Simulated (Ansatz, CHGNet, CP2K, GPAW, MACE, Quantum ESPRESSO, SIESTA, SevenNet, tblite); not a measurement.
**Other levels on twisted Ti2CO2 MXene bilayer, 38.21° (70 atoms)**

The cell holds 70 atoms: 14 C, 28 Ti and 28 O. Its edges and angles: a = 8.017 Å, b = 8.017 Å, c = 23.800 Å, α = 90.0°, β = 90.0°, γ = 120.0°. It derives from Ti2CO2 (Ti2CO2 MXene). Ti2CO2 MXene (a = 3.03 Å) under Ti2CO2 MXene (a = 3.03 Å), bilayer, commensurate cell of 7 unit cells a layer, twist 38.21 deg; facing planes 2.92 Å apart; 12 Å of vacuum; layers as built, displaced by a Gaussian of 0.01 Å. Then every atom was moved at random, 0.03 Å r.m.s. a Cartesian component. Regions: layer 1, 35 atoms (7 C, 14 Ti and 14 O); layer 2, 35 atoms (7 C, 14 Ti and 14 O). Vacuum lies along c.

Geometry: as built.

The reference, a calculation:

| Item | Value |
| --- | --- |
| method | Kohn-Sham DFT, PBE, SSSP efficiency 1.3.0 pseudopotentials, plane waves (Quantum ESPRESSO 7.5); sssp-pbe-1.3.0-efficiency, cutoffs 60/480 Ry, Γ point |
| r.m.s. force component | 0.474 eV/Å |
| longest force | 1.645 eV/Å |
| gap (highest filled to lowest empty level) | 0.398 eV |
| time | 9.1 min on 4 MPI ranks of Arm Neoverse V1, shared host |
| CPU time | 36 min |

Runs, in no order:
A. GPAW PBE, LCAO dzp, h 0.18 Å: Kohn-Sham DFT, PBE, PAW, atomic orbitals (dzp)
B. GPAW PBE, grid h 0.18 Å: Kohn-Sham DFT, PBE, PAW, finite differences on a real-space grid
C. CHGNet r2SCAN potential: machine-learned interatomic potential CHGNet r2SCAN, trained on r2SCAN plane-wave data
D. SIESTA PBE, DZP, shift 0.01 Ry, mesh 500 Ry: Kohn-Sham DFT, PBE, PseudoDojo 0.4.1 norm-conserving pseudopotentials (converted to PSML), numerical atomic orbitals (DZP), diagonalisation
E. QE PBE, sssp-1.3.0-efficiency, 30/240 Ry: Kohn-Sham DFT, PBE, SSSP efficiency 1.3.0 pseudopotentials, plane waves

**Question.** Rank the runs by how far their forces lie from the reference's, least first.

E, B, D, A, C.

```tsv
run	Δ force, r.m.s. (meV/Å)	share of r.m.s. force (%)	CPU time
E. QE PBE, sssp-1.3.0-efficiency, 30/240 Ry	21.6	4.56	15 min
B. GPAW PBE, grid h 0.18 Å	53.8	11.4	31 min
D. SIESTA PBE, DZP, shift 0.01 Ry, mesh 500 Ry	78.1	16.5	9.6 min
A. GPAW PBE, LCAO dzp, h 0.18 Å	198	41.7	12 min
C. CHGNet r2SCAN potential	299	63.0	4.8 s
```

Machine-learned potentials mimic data converged in k, so the reference's own k-point error enters their differences. The runs have no spin polarisation, so any moments at edges, vacancies or dangling bonds can't form. The electronic-structure runs sample only Γ, in a cell whose shortest periodic width is 7 Å.

[Logs are printed without paths, hosts, clocks, repeated set-up lines and the standing remarks that a program may print on its own settings, such as how far it seeks lower states.]

[Hosts, paths, dates, database ids (printed as entryN), source tags and the programs' standing remarks are cut or masked in the printed files.]
